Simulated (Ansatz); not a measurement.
# Pt wire along [110], 17 atoms a period: bands along the axis, part 2 of 2

What gap, if any, does the Pt wire along [110], 17 atoms a period have, and how many channels would it open?

Ansatz 0.2.0; DFT PBE, plane waves, PAW; relaxation of a wire's period; PAW set soft_1 (the session's first sound run).

So far: Starting point; Relaxing the period.

**2. Relaxing the period (continued)**

Step by step:

```tsv
step	energy less that of the first step (eV)	largest force component (eV/Å)	pressure (GPa)	volume (Å³)
1	0.0000	0.9132	-4.85	629.86
2	-0.9088	0.8009	3.11	598.60
3	-1.3655	0.2689	-0.30	602.76
4	-1.4567	0.1856	-0.30	600.24
5	-1.4680	0.1362	0.05	601.36
6	-1.4917	0.0853	-0.07	600.38
7	-1.4943	0.0217	-0.05	600.72
8*	-1.4865	0.0220	-0.04	600.72
```

Relaxation steps marked * repeat the geometry before them on a plane-wave basis chosen anew for their cell, so energy and pressure can jump there.

The run keeps the 8 symmetry operations that it works with, so distortions that break them were not tested.

```tsv
cell as run	before	after	change
c (Å)	2.807	2.677	-4.6 %
```

The atoms that moved most (Å, along periodic axes as changes of fractional coordinates times the final cell, across vacuum about the mean position):

```tsv
atom	dx	dy	dz	length
Pt16	0.000	-0.470	0.000	0.470
Pt3	0.000	0.470	0.000	0.470
Pt7	-0.225	0.181	0.000	0.289
Pt10	-0.225	-0.181	0.000	0.289
Pt11	0.225	0.181	0.000	0.289
Pt14	0.225	-0.181	0.000	0.289
Pt15	-0.124	0.199	0.000	0.235
Pt17	0.124	0.199	0.000	0.235
```

Numbers from this step:

```
energy at zero smearing    : -212908.8491 eV
cell length along the wire : 2.677 Å
```

The cell's length comes to 2.677 Å with spin left out.

**3. The wire at its relaxed period**

This step: DFT PBE, plane waves, PAW; bands of a perfect wire; PAW set soft_1 (Ansatz 0.2.0).

At the relaxed period the bands are computed along the axis; those that cross an energy going forward count the channels that a perfect wire would open there.

input.yaml

```yaml
crystal:
  lattice:
    - [14.74, 0.0, 0.0]
    - [0.0, 15.222, 0.0]
    - [0.0, 0.0, 2.6773346524]
  atoms:
    - { symbol: Pt, position: [0.222231568, 0.67131668, 0.0] }
    - { symbol: Pt, position: [0.225091059, 0.499988233, 0.0] }
    - { symbol: Pt, position: [0.5, 0.715310113, 0.0] }
    - { symbol: Pt, position: [0.5, 0.499988233, 0.0] }
    - { symbol: Pt, position: [0.777768432, 0.67131668, 0.0] }
    - { symbol: Pt, position: [0.774908941, 0.499988233, 0.0] }
    - { symbol: Pt, position: [0.350093671, 0.235256151, 0.5] }
    - { symbol: Pt, position: [0.368882921, 0.410347626, 0.5] }
    - { symbol: Pt, position: [0.368882921, 0.58962884, 0.5] }
    - { symbol: Pt, position: [0.350093671, 0.764720315, 0.5] }
    - { symbol: Pt, position: [0.649906329, 0.235256151, 0.5] }
    - { symbol: Pt, position: [0.631117079, 0.410347626, 0.5] }
    - { symbol: Pt, position: [0.631117079, 0.58962884, 0.5] }
    - { symbol: Pt, position: [0.649906329, 0.764720315, 0.5] }
    - { symbol: Pt, position: [0.222231568, 0.328659786, 0.0] }
    - { symbol: Pt, position: [0.5, 0.284666353, 0.0] }
    - { symbol: Pt, position: [0.777768432, 0.328659786, 0.0] }
kpoints:
  mp_grid: { grid: [1, 1, 30] }
  band_path: { path: ["Γ", Z], npoints: 90 }
scf:
  occupations: { method: fermi_dirac, width: 0.05 }
hamiltonian:
  xc: pbe
  pseudopotentials: { kind: paw, azcp: { folder: soft_1 } }
output:
  dos: { e_range: [-5, 4] }
  write_potential: true
  write_density: true
  volumetric_format: npy
```

Started as:

```sh
> ansatz run input.yaml --threads 4 --pin off --max-ram 16384MiB --backend cpu --events-out ev --progress --plain --runs-dir out
```

Numbers of over 12 decimals in the logs are rounded to 6 here.

Output:

```text
[...]
Crystal: 17 atoms, lattice volume = 600.720 Å³
Basis set: ecut = 420 eV, 11807 PW (Γ)
Bands: 184, of which v1, the nominal top of the filled ones, is band 153 counted from 1 (152 counted from 0)
Symmetry: 8 space group operations
[...]
k-points: 16 of 30
[...]
SCF iter   1: F=—  HF=-212914.443281 eV  |F-HF|=—  |Δ(HF+E_count)|=         —  Δρ=5.81e-2  dr2=2.43e1  ethr=3.10e-3  ⟨swp⟩=6.4  Hψ=10566  notcnv=0  defer=143
[...]
SCF iter  12: F=-212908.963621 eV  HF=-212908.963621 eV  |F-HF|=3.21e-8  |Δ(HF+E_count)|=   3.09e-8  Δρ=1.78e-6  dr2=4.10e-8  ethr=3.27e-11  ⟨swp⟩=12.6  Hψ=10252  notcnv=0
SCF 1 converged in 12 iterations: F = -212908.963621 eV  dr2 = 4.10e-8
[...]
NSCF: frozen V_eff on 91 k-points
WARN: The output density's exchange-correlation potential varies sharply where the density is thin. Do not read a vacuum level from v_tot or v_xc, or from such a field of the output density. On a cell that repeats whose density bears no net charge and no dipole along the vacuum's axis use v_es (v_loc + v_h of the components); under efield.dipole_correction with no amplitude use v_es + v_field, which holds any externa [...]
SCF converged after 12 iterations
Free energy (F): -212908.963621 eV
[...]
Internal energy: -212908.742938 eV  (E = F + TS)
E sigma→0 (E₀):  -212908.853280 eV
Entropy (-TS):   -0.220683 eV (-12.981 meV/atom)
Fermi energy:    6.760619 eV
[...]
--- Band table (eV; the first three rows and the last of 16) ---
  k-point 0: bands = [... 149 lower, 6.4777, 6.6283, 6.6385, 6.6935, 6.7458, 6.7482, 6.7951, 6.8381, ... 27 higher]
  k-point 1: bands = [... 149 lower, 6.4795, 6.5992, 6.6229, 6.6273, 6.6862, 6.7133, 6.7654, 6.8080, ... 27 higher]
  k-point 2: bands = [... 149 lower, 6.4788, 6.4834, 6.4928, 6.5293, 6.5892, 6.6148, 6.6670, 6.7276, ... 27 higher]
  k-point 15: bands = [... 149 lower, 7.4565, 7.4869, 7.6884, 7.7608, 8.3941, 8.7137, 9.2096, 9.3196, ... 27 higher]
```

Run time: 3.2 min. Hardware: 4 threads of Arm Neoverse V1, shared host; peak memory 5.1 GiB; 13 min of CPU time.

Numbers from this step:

```yaml
energy_at_zero_smearing: -212908.8533 eV
band_gap: 0 eV
```

Electronic bands along the path, in eV, zero at the Fermi level; # counts the bands kept:

```tsv
point	#59	#60	#61	#62	#63	#64	#65	#66
Γ	-0.07	-0.01	-0.01	0.03	0.08	0.17	0.26	0.28
halfway	-0.25	-0.09	-0.05	-0.04	0.09	0.15	0.20	0.50
Z	1.00	1.63	1.95	2.45	2.56	2.82	3.09	3.15
```

Between Γ and Z the bands cross the Fermi level 18 times, so a perfect wire would conduct at least 18 G₀, with spin left out.

**4. Outcome**

```
cell length, PBE                                            : 2.677 Å
ballistic conductance by band crossings, a lower bound, PBE : 18 G₀
```

**Reading.** Under PBE the cell's length is 2.68 Å, and the bands cross the Fermi level 18 times between Γ and Z, which gives a perfect wire at least 18 G₀ (opposite crossings within one step of the path cancel in such a count). No spin was allowed, though thin wires with open d shells can turn magnetic. Spin-orbit coupling is left out, which matters for the bands of heavy atoms.

[Logs are printed without paths, hosts, clocks, repeated set-up lines and the standing remarks that a program may print on its own settings, such as how far it seeks lower states.]

[Hosts, paths, dates, database ids (printed as entryN), source tags and the programs' standing remarks are cut or masked in the printed files.]
